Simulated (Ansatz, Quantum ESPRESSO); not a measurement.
# BaLiF3 (Pm-3m): modes at Γ and the response to a field, part 2 of 3

Aim: the zone-centre modes of BaLiF3 (Pm-3m).

Quantum ESPRESSO 7.5; DFT LDA, scalar-relativistic, plane waves, JTH PAW pseudopotentials.

So far. Step 2 (A probe with smearing): A gap of 6.5 eV opens on this mesh, so the crystal is taken as an insulator; the start stands at -5.7 GPa. Step 4 (Ground state): The cell stands at 0.15 GPa, close enough for phonons. The relaxed cell has a = 3.895 Å (conventional setting).

## 5. Linear response at Γ

At q = 0 one unit cell holds all displacements; symmetry groups them into irreducible representations that are solved one by one. The response to a field gives ε∞ and the Born charges, which polar modes need.

File ph.in:

```
phonons
 &inputph
    prefix='x',
    outdir='./tmp',
    fildyn='g.dyn',
    tr2_ph=1.0d-18,
    epsil=.true.,
 /
0.000000000 0.000000000 0.000000000
```

On the command line:

```console
$ OMP_NUM_THREADS=1 mpirun -n 4 ph.x -nk 4 -in ph.in > ph.out
```

Log:

```text
[banners, grids, parts of the stress and lines that vanish by symmetry left out]
[banner, memory and clock lines left out]
Program PHONON v.7.5

     ./tmp/x.save/

     file Ba.upf: wavefunction(s)  5S 6S 5P 0P 5D 0D renormalized
     file Li.upf: wavefunction(s)  1S 2S 0S 2P 0P renormalized
     file F.upf: wavefunction(s)  0S 2P 0P renormalized

     IMPORTANT: XC functional enforced from input :
     Exchange-correlation= PW
                           (   1   4   0   0   0   0   0)
     Any further DFT definition will be discarded
     Please, verify this is what you really want

     G-vector sticks info

     Check: negative core charge=   -0.000006

     negative rho (up, down):  5.116E-02 0.000E+00
     Reading collected, re-writing distributed wavefunctions in ./tmp/

     Number and degeneracy of irreps per q-point
       N         xq(1)         xq(2)         xq(3)   N irreps
       1   0.000000000   0.000000000   0.000000000       5
        3   3   3   3   3

     Calculation of q =    0.0000000   0.0000000   0.0000000

     phonons

     bravais-lattice index     =            1
     lattice parameter (alat)  =       7.3608  a.u.
     unit-cell volume          =     398.8258 (a.u.)^3
     number of atoms/cell      =            5
     number of atomic types    =            3
     kinetic-energy cut-off    =      50.0000  Ry
     charge density cut-off    =     250.0000  Ry
     convergence threshold     =      1.0E-18
     beta                      =       0.7000
     number of iterations used =            4
     Exchange-correlation= PW
                           (   1   4   0   0   0   0   0)

     celldm(1)=    7.36085  celldm(2)=    0.00000  celldm(3)=    0.00000
     celldm(4)=    0.00000  celldm(5)=    0.00000  celldm(6)=    0.00000

     crystal axes: (cart. coord. in units of alat)
               a(1) = (  1.0000  0.0000  0.0000 )
               a(2) = (  0.0000  1.0000  0.0000 )
               a(3) = (  0.0000  0.0000  1.0000 )

     reciprocal axes: (cart. coord. in units 2 pi/alat)
               b(1) = (  1.0000  0.0000  0.0000 )
               b(2) = (  0.0000  1.0000  0.0000 )
               b(3) = (  0.0000  0.0000  1.0000 )

     Atoms inside the unit cell:

     Cartesian axes

     site n.  atom      mass           positions (alat units)
        1  Ba    137.3270   tau(    1) = (    0.00000    0.00000    0.00000  )
        2  Li      6.9400   tau(    2) = (    0.50000    0.50000    0.50000  )
        3  F      18.9984   tau(    3) = (    0.00000    0.50000    0.50000  )
        4  F      18.9984   tau(    4) = (    0.50000    0.50000    0.00000  )
        5  F      18.9984   tau(    5) = (    0.50000    0.00000    0.50000  )

     Computing dynamical matrix for
                    q = (   0.0000000   0.0000000   0.0000000 )

     49 Sym.Ops. (with q -> -q+G )

     G cutoff =  343.1119  (  26745 G-vectors)     FFT grid: ( 40, 40, 40)
     G cutoff =  274.4895  (  19093 G-vectors)  smooth grid: ( 36, 36, 36)
     number of k points=    20
                       cart. coord. in units 2pi/alat
        k(    1) = (   0.0000000   0.0000000   0.0000000), wk =   0.0092593
        k(    2) = (   0.0000000   0.0000000   0.1666667), wk =   0.0555556
        k(    3) = (   0.0000000   0.0000000   0.3333333), wk =   0.0555556
        [... further k-points left out ...]

     PseudoPot. # 1 for Ba read from file:
     ./pseudo/Ba.upf
     Pseudo is Projector augmented-wave + core cor, Zval = 10.0
     Shape of augmentation charge: SINC**2

     PseudoPot. # 2 for Li read from file:
     ./pseudo/Li.upf
     Pseudo is Projector augmented-wave + core cor, Zval =  3.0
     Shape of augmentation charge: BESSEL

     PseudoPot. # 3 for F  read from file:
     ./pseudo/F.upf
     Pseudo is Projector augmented-wave + core cor, Zval =  7.0
     Shape of augmentation charge: SINC**2

     Mode symmetry, O_h (m-3m)  point group:

     Electric field:
     Dielectric constant
     Born effective charges as d Force / d E

     Atomic displacements:
     There are    5 irreducible representations

     Representation     1      3 modes -  To be done

     Representation     2      3 modes -  To be done

     Representation     3      3 modes -  To be done

     Representation     4      3 modes -  To be done

     Representation     5      3 modes -  To be done

     Alpha used in Ewald sum =   2.3000

     negative rho (up, down):  5.116E-02 0.000E+00

     Electric Fields Calculation

      thresh= 1.000E-02 alpha_mix =  0.700 |ddv_scf|^2 =  4.742E-08

      [... iterations left out ...]
      thresh= 1.335E-10 alpha_mix =  0.700 |ddv_scf|^2 =  1.028E-19

     End of electric fields calculation

          Dielectric constant in cartesian axis

          (       2.714066964       0.000000000       0.000000000 )
          (       0.000000000       2.714066964       0.000000000 )
          (       0.000000000       0.000000000       2.714066964 )

          Effective charges (d Force / dE) in cartesian axis without acoustic sum rule applied (asr)

           atom    1  Ba    Mean Z*:        2.76497
      Ex  (        2.76497        0.00000        0.00000 )
      Ey  (        0.00000        2.76497        0.00000 )
      Ez  (        0.00000        0.00000        2.76497 )
           atom    2  Li    Mean Z*:        1.03310
      Ex  (        1.03310        0.00000        0.00000 )
      Ey  (        0.00000        1.03310        0.00000 )
      Ez  (        0.00000        0.00000        1.03310 )
           atom    3  F     Mean Z*:       -1.27132
      Ex  (       -1.02444        0.00000        0.00000 )
      Ey  (        0.00000       -1.39475        0.00000 )
      Ez  (        0.00000        0.00000       -1.39475 )
           atom    4  F     Mean Z*:       -1.27132
      Ex  (       -1.39475        0.00000        0.00000 )
      Ey  (        0.00000       -1.39475        0.00000 )
      Ez  (        0.00000        0.00000       -1.02444 )
           atom    5  F     Mean Z*:       -1.27132
      Ex  (       -1.39475        0.00000        0.00000 )
      Ey  (        0.00000       -1.02444        0.00000 )
      Ez  (        0.00000        0.00000       -1.39475 )

          Effective charges Sum: Mean:       -0.01588
             -0.01588        0.00000        0.00000
              0.00000       -0.01588        0.00000
              0.00000        0.00000       -0.01588

          Effective charges (d Force / dE) in cartesian axis with asr applied:
           atom    1  Ba    Mean Z*:        2.76814
      E*x (        2.76814        0.00000        0.00000 )
      E*y (        0.00000        2.76814        0.00000 )
      E*z (        0.00000        0.00000        2.76814 )
           atom    2  Li    Mean Z*:        1.03627
      E*x (        1.03627        0.00000        0.00000 )
      E*y (        0.00000        1.03627        0.00000 )
      E*z (        0.00000        0.00000        1.03627 )
           atom    3  F     Mean Z*:       -1.26814
      E*x (       -1.02126        0.00000        0.00000 )
      E*y (        0.00000       -1.39158        0.00000 )
      E*z (        0.00000        0.00000       -1.39158 )
           atom    4  F     Mean Z*:       -1.26814
      E*x (       -1.39158        0.00000        0.00000 )
      E*y (        0.00000       -1.39158        0.00000 )
      E*z (        0.00000        0.00000       -1.02126 )
           atom    5  F     Mean Z*:       -1.26814
      E*x (       -1.39158        0.00000        0.00000 )
      E*y (        0.00000       -1.02126        0.00000 )
      E*z (        0.00000        0.00000       -1.39158 )

     Representation #   1 modes #   1   2   3

     Self-consistent Calculation

      thresh= 1.000E-02 alpha_mix =  0.700 |ddv_scf|^2 =  9.983E-07

      [... iterations left out ...]
      thresh= 2.301E-10 alpha_mix =  0.700 |ddv_scf|^2 =  7.321E-20

     End of self-consistent calculation

     Convergence has been achieved

     Representation #   2 modes #   4   5   6

     Self-consistent Calculation

      thresh= 1.000E-02 alpha_mix =  0.700 |ddv_scf|^2 =  7.869E-08

      [... iterations left out ...]
      thresh= 2.795E-10 alpha_mix =  0.700 |ddv_scf|^2 =  8.129E-20

     End of self-consistent calculation

     Convergence has been achieved

     Representation #   3 modes #   7   8   9

     Self-consistent Calculation

      thresh= 1.000E-02 alpha_mix =  0.700 |ddv_scf|^2 =  3.199E-07

      [... iterations left out ...]
      thresh= 1.482E-10 alpha_mix =  0.700 |ddv_scf|^2 =  1.932E-20

     End of self-consistent calculation

     Convergence has been achieved

     Representation #   4 modes #  10  11  12

     Self-consistent Calculation

      thresh= 1.000E-02 alpha_mix =  0.700 |ddv_scf|^2 =  9.983E-07

      [... iterations left out ...]
      thresh= 2.086E-10 alpha_mix =  0.700 |ddv_scf|^2 =  6.604E-20

     End of self-consistent calculation

     Convergence has been achieved

     Representation #   5 modes #  13  14  15

     Self-consistent Calculation

      thresh= 1.000E-02 alpha_mix =  0.700 |ddv_scf|^2 =  5.030E-07

      [... iterations left out ...]
      thresh= 6.277E-10 alpha_mix =  0.700 |ddv_scf|^2 =  4.706E-19

     End of self-consistent calculation

     Convergence has been achieved

     Number of q in the star =    1
     List of q in the star:
          1   0.000000000   0.000000000   0.000000000

          Dielectric constant in cartesian axis

          (       2.714066964       0.000000000       0.000000000 )
          (       0.000000000       2.714066964       0.000000000 )
          (       0.000000000       0.000000000       2.714066964 )

          Effective charges (d Force / dE) in cartesian axis without acoustic sum rule applied (asr)

           atom    1  Ba    Mean Z*:        2.76497
      Ex  (        2.76497        0.00000        0.00000 )
      Ey  (        0.00000        2.76497        0.00000 )
      Ez  (        0.00000        0.00000        2.76497 )
           atom    2  Li    Mean Z*:        1.03310
      Ex  (        1.03310        0.00000        0.00000 )
      Ey  (        0.00000        1.03310        0.00000 )
      Ez  (        0.00000        0.00000        1.03310 )
           atom    3  F     Mean Z*:       -1.27132
      Ex  (       -1.02444        0.00000        0.00000 )
      Ey  (        0.00000       -1.39475        0.00000 )
      Ez  (        0.00000        0.00000       -1.39475 )
           atom    4  F     Mean Z*:       -1.27132
      Ex  (       -1.39475        0.00000        0.00000 )
      Ey  (        0.00000       -1.39475        0.00000 )
      Ez  (        0.00000        0.00000       -1.02444 )
           atom    5  F     Mean Z*:       -1.27132
      Ex  (       -1.39475        0.00000        0.00000 )
      Ey  (        0.00000       -1.02444        0.00000 )
      Ez  (        0.00000        0.00000       -1.39475 )

          Effective charges Sum: Mean:       -0.01588
             -0.01588        0.00000        0.00000
              0.00000       -0.01588        0.00000
              0.00000        0.00000       -0.01588

          Effective charges (d Force / dE) in cartesian axis with asr applied:
           atom    1  Ba    Mean Z*:        2.76814
      E*x (        2.76814        0.00000        0.00000 )
      E*y (        0.00000        2.76814        0.00000 )
      E*z (        0.00000        0.00000        2.76814 )
           atom    2  Li    Mean Z*:        1.03627
      E*x (        1.03627        0.00000        0.00000 )
      E*y (        0.00000        1.03627        0.00000 )
      E*z (        0.00000        0.00000        1.03627 )
           atom    3  F     Mean Z*:       -1.26814
      E*x (       -1.02126        0.00000        0.00000 )
      E*y (        0.00000       -1.39158        0.00000 )
      E*z (        0.00000        0.00000       -1.39158 )
           atom    4  F     Mean Z*:       -1.26814
      E*x (       -1.39158        0.00000        0.00000 )
      E*y (        0.00000       -1.39158        0.00000 )
      E*z (        0.00000        0.00000       -1.02126 )
           atom    5  F     Mean Z*:       -1.26814
      E*x (       -1.39158        0.00000        0.00000 )
      E*y (        0.00000       -1.02126        0.00000 )
      E*z (        0.00000        0.00000       -1.39158 )

     Diagonalizing the dynamical matrix

     q = (    0.000000000   0.000000000   0.000000000 )

 **************************************************************************
     freq (    1) =       0.048265 [THz] =       1.609934 [cm-1]
     freq (    2) =       0.048265 [THz] =       1.609934 [cm-1]
     freq (    3) =       0.048265 [THz] =       1.609934 [cm-1]
     freq (    4) =       4.725192 [THz] =     157.615455 [cm-1]
     freq (    5) =       4.725192 [THz] =     157.615455 [cm-1]
     freq (    6) =       4.725192 [THz] =     157.615455 [cm-1]
     freq (    7) =       6.213235 [THz] =     207.251208 [cm-1]
     freq (    8) =       6.213235 [THz] =     207.251208 [cm-1]
     freq (    9) =       6.213235 [THz] =     207.251208 [cm-1]
     freq (   10) =       9.841622 [THz] =     328.281183 [cm-1]
     freq (   11) =       9.841622 [THz] =     328.281183 [cm-1]
     freq (   12) =       9.841622 [THz] =     328.281183 [cm-1]
     freq (   13) =      12.527608 [THz] =     417.876026 [cm-1]
     freq (   14) =      12.527608 [THz] =     417.876026 [cm-1]
     freq (   15) =      12.527608 [THz] =     417.876026 [cm-1]
 **************************************************************************

     Mode symmetry, O_h (m-3m)  point group:

     freq (   1-   3) =          1.6  [cm-1]   --> T_1u G_15  G_4- I
     freq (   4-   6) =        157.6  [cm-1]   --> T_1u G_15  G_4- I
     freq (   7-   9) =        207.3  [cm-1]   --> T_2u G_25  G_5-
     freq (  10-  12) =        328.3  [cm-1]   --> T_1u G_15  G_4- I
     freq (  13-  15) =        417.9  [cm-1]   --> T_1u G_15  G_4- I
```

The job ended after 3.6 min (4 MPI ranks of Arm Neoverse V2, shared host; 14 min of CPU time).

Numbers from this step:

```yaml
miss_of_the_charge_sum_rule: 0.01587 e
largest_acoustic_frequency_at_the_zone_centre_before_the_sum_rule: 1.61 cm⁻¹
highest_optical_zone_centre_mode_no_lo_to_term: 417.9 cm⁻¹
lowest_optical_zone_centre_mode: 157.6 cm⁻¹
mean_high_frequency_dielectric_constant: 2.714
largest_born_charge_in_size_third_of_the_trace: 2.765 e
```

Optical modes; normalised displacements of the dynamical-matrix file. Modes at Γ, with each element's share of the kinetic energy:

```tsv
mode	frequency (cm⁻¹)	symmetry	Ba %	Li %	F %
1	157.6	T1u	31	3	65
2	157.6	T1u	31	3	65
3	157.6	T1u	31	3	65
4	207.3	T2u	0	0	100
5	207.3	T2u	0	0	100
6	207.3	T2u	0	0	100
7	328.3	T1u	0	7	93
8	328.3	T1u	0	7	93
9	328.3	T1u	0	7	93
10	417.9	T1u	0	87	13
11	417.9	T1u	0	87	13
12	417.9	T1u	0	87	13
```

Displacements in mode 2 (157.6 cm⁻¹), the largest set to 1:
```
Ba1 -0.03 -0.07  0.43
Li2  0.05  0.10 -0.61
F3   0.08  0.15 -0.95
F4   0.07  0.15 -1.00
F5   0.07  0.16 -0.95
```

Displacements in mode 11 (417.9 cm⁻¹), the largest set to 1:
```
Ba1  0.00  0.00  0.01
Li2  0.00  0.00 -1.00
F3   0.00  0.00  0.02
F4   0.00  0.00  0.23
F5   0.00  0.00  0.02
```

Born charge (rows field, columns displacement), before the sum rule (e), principal values of the symmetric part by kind of site:

```tsv
atom	atoms with these values	low	middle	high	mean
Ba1	1	2.77	2.77	2.77	2.77
Li2	1	1.03	1.03	1.03	1.03
F3	3	-1.39	-1.39	-1.02	-1.27
```

In full for Li2:

```
1.03 0.00 0.00
0.00 1.03 0.00
0.00 0.00 1.03
```

High-frequency dielectric tensor:

```
2.71 0.00 0.00
0.00 2.71 0.00
0.00 0.00 2.71
```

The acoustic modes at Γ come out as far as 1.6 cm⁻¹ from zero, where they should vanish, a small numerical error; the Born charges miss their sum rule by 0.016 e, which is good.

## 6. Zone-centre analysis

A rigid shift of the crystal must cost nothing, but grids and finite bases break this; the acoustic sum rule is imposed before the matrix is diagonalised again. With Born charges the intensities follow, and the static dielectric tensor.

File dynmat.in:

```
 &input
    fildyn='g.dyn',
    asr='simple',
    lperm=.true.,
 /
```

On the command line:

```console
$ dynmat.x -in dynmat.in > dynmat.out
```

Log:

```text
[banner, memory and clock lines left out]
Program DYNMAT v.7.5

     Reading Dynamical Matrix from file g.dyn
     ...Force constants read
     ...epsilon and Z* read
     A direction for q was not specified:TO-LO splitting will be absent

     Polarizability (A^3 units)
     multiply by 0.636393 for Clausius-Mossotti correction
         8.061291    0.000000    0.000000
         0.000000    8.061291    0.000000
         0.000000    0.000000    8.061291

     IR activities are in (D/A)^2/amu units

# mode   [cm-1]    [THz]      IR
    1     -0.00   -0.0000    0.0000
    2     -0.00   -0.0000    0.0000
    3      0.00    0.0000    0.0000
    4    157.61    4.7250    5.0625
    5    157.61    4.7250    5.0625
    6    157.61    4.7250    5.0625
    7    207.24    6.2130    0.0000
    8    207.24    6.2130    0.0000
    9    207.24    6.2130    0.0000
   10    328.28    9.8415    1.0278
   11    328.28    9.8415    1.0278
   12    328.28    9.8415    1.0278
   13    417.81   12.5257    4.7367
   14    417.81   12.5257    4.7367
   15    417.81   12.5257    4.7367

Electronic dielectric permittivity tensor (relative, adimensional)
         2.714067    0.000000    0.000000
         0.000000    2.714067    0.000000
         0.000000    0.000000    2.714067

 ... with zone-center polar mode contributions
        11.392301    0.000000    0.000000
         0.000000   11.392301   -0.000000
         0.000000   -0.000000   11.392301

[end of the log left out, with the tail of the file of modes that dynmat.x writes under the same name]
```

The job ended after 0.47 s (1 thread).

Numbers from this step:

- highest optical zone-centre mode (no LO-TO term): 417.8 cm⁻¹
- mean static dielectric constant: 11.39

Zone-centre frequencies as printed; negative means imaginary. Modes:

```tsv
mode	frequency (cm⁻¹)
1	0
2	0
3	0
4	157.6
5	157.6
6	157.6
7	207.2
8	207.2
9	207.2
10	328.3
11	328.3
12	328.3
13	417.8
14	417.8
15	417.8
```

Degenerate modes summed, no LO-TO term. Infrared lines, with heights relative to the strongest:

```tsv
position (cm⁻¹)	lines merged	label	IR intensity, relative
158	3	T1u	100
207	3	T2u	0.0
328	3	T1u	20
418	3	T1u	94
```

Static dielectric tensor (ions relaxed, fixed cell):

```
11.39  0.00  0.00
 0.00 11.39  0.00
 0.00  0.00 11.39
```

The rule moves no optical mode by more than 0.1 cm⁻¹.

## 7. Sum rules set otherwise: a sum rule for molecules or wires on a crystal

This rule also removes rotations, which suits molecules and not a crystal; it is tried to see the harm.

File dynmat.in:

```
 &input
    fildyn='g.dyn',
    asr='zero-dim',
    lperm=.true.,
 /
```

On the command line:

```console
$ dynmat.x -in dynmat.in > dynmat.out
```

Log:

```text
[banner, memory and clock lines left out]
Program DYNMAT v.7.5

     Reading Dynamical Matrix from file g.dyn
     ...Force constants read
     ...epsilon and Z* read
     Acoustic Sum Rule: || Z*(ASR) - Z*(orig)|| =    2.091191E+00
     Acoustic Sum Rule: ||dyn(ASR) - dyn(orig)||=    1.652044E-01
     A direction for q was not specified:TO-LO splitting will be absent

     Polarizability (A^3 units)
     multiply by 0.636393 for Clausius-Mossotti correction
         8.061291    0.000000    0.000000
         0.000000    8.061291    0.000000
         0.000000    0.000000    8.061291

     IR activities are in (D/A)^2/amu units

# mode   [cm-1]    [THz]      IR
    1     -0.00   -0.0000    0.0000
    2     -0.00   -0.0000    0.0000
    3      0.00    0.0000    0.0000
    4      0.00    0.0000    0.0000
    5      0.00    0.0000    0.0000
    6      0.00    0.0000    0.0000
    7    157.61    4.7251    5.0625
    8    200.11    5.9992    3.5781
    9    200.11    5.9992    3.5781
   10    278.89    8.3610    6.3753
   11    278.89    8.3610    6.3753
   12    328.28    9.8416    1.0270
   13    408.07   12.2336    6.4190
   14    408.07   12.2336    6.4190
   15    417.86   12.5271    4.7376

Electronic dielectric permittivity tensor (relative, adimensional)
         2.714067    0.000000    0.000000
         0.000000    2.714067    0.000000
         0.000000    0.000000    2.714067

 ... with zone-center polar mode contributions
        10.655741    0.367968    0.367968
         0.367968   10.655741    0.367968
         0.367968    0.367968   10.655741

[end of the log left out, with the tail of the file of modes that dynmat.x writes under the same name]
```

The job ended after 0.47 s (1 thread).

The run ended normally, but on settings that are not sound.

The fault: a sum rule for molecules or wires on a crystal; 3 optical modes are projected out to zero frequency, as if they were rotations, and the static dielectric tensor is spoilt.

For a crystal the rule has to be 'simple' or 'crystal'.

Zone-centre frequencies as printed; negative means imaginary. Modes:

```tsv
mode	frequency (cm⁻¹)
1	0
2	0
3	0
4	0
5	0
6	0
7	157.6
8	200.1
9	200.1
10	278.9
11	278.9
12	328.3
13	408.1
14	408.1
15	417.9
```

(Part 2 of 3 ends here.)

[Host names and launcher messages were left out of these logs when they were recorded.]

[Logs are printed without paths, hosts, clocks, repeated set-up lines and the standing remarks that a program may print on its own settings, such as how far it seeks lower states.]

[Hosts, paths, dates, database ids (printed as entryN), source tags and the programs' standing remarks are cut or masked in the printed files.]
